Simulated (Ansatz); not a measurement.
```yaml
crystal:
  lattice:
    - [3.77700, 0.00000, 0.00000]
    - [-1.88850, 3.27098, 0.00000]
    - [0.00000, 0.00000, 6.49800]
  atoms:
    - { symbol: Te, position: [0.33333, 0.66667, 0.73720] }
    - { symbol: Te, position: [0.66667, 0.33333, 0.26280] }
    - { symbol: Ti, position: [0.00000, 0.00000, 0.00000] }
```

Task: What reflectivity and colour does Ansatz, PBEsol, independent particles, without spin-orbit coupling, line width 0.1 eV (Gaussian), carrier damping 0.05 eV give for this metal?

Result: Reflectivity along the first axis:

```
E (eV)  R (%)
  1.00   65.4
  1.25   69.8
  1.50   59.4
  1.75   41.2
  2.00   43.9
  2.25   44.0
  2.50   38.0
  2.75   42.1
  3.00   41.8
  3.25   39.2
  3.50   39.1
  3.75   43.8
  4.00   42.2
  4.25   43.0
  4.50   45.7
  4.75   42.9
  5.00   39.5
```

The colour is light grey: CIE x = 0.315, y = 0.327, luminous reflectivity 42 % under D65, from the mean over the axes. The mesh is 9×9×5, and the carriers' damping is typed.

[Logs are printed without paths, hosts, clocks, repeated set-up lines and the standing remarks that a program may print on its own settings, such as how far it seeks lower states.]
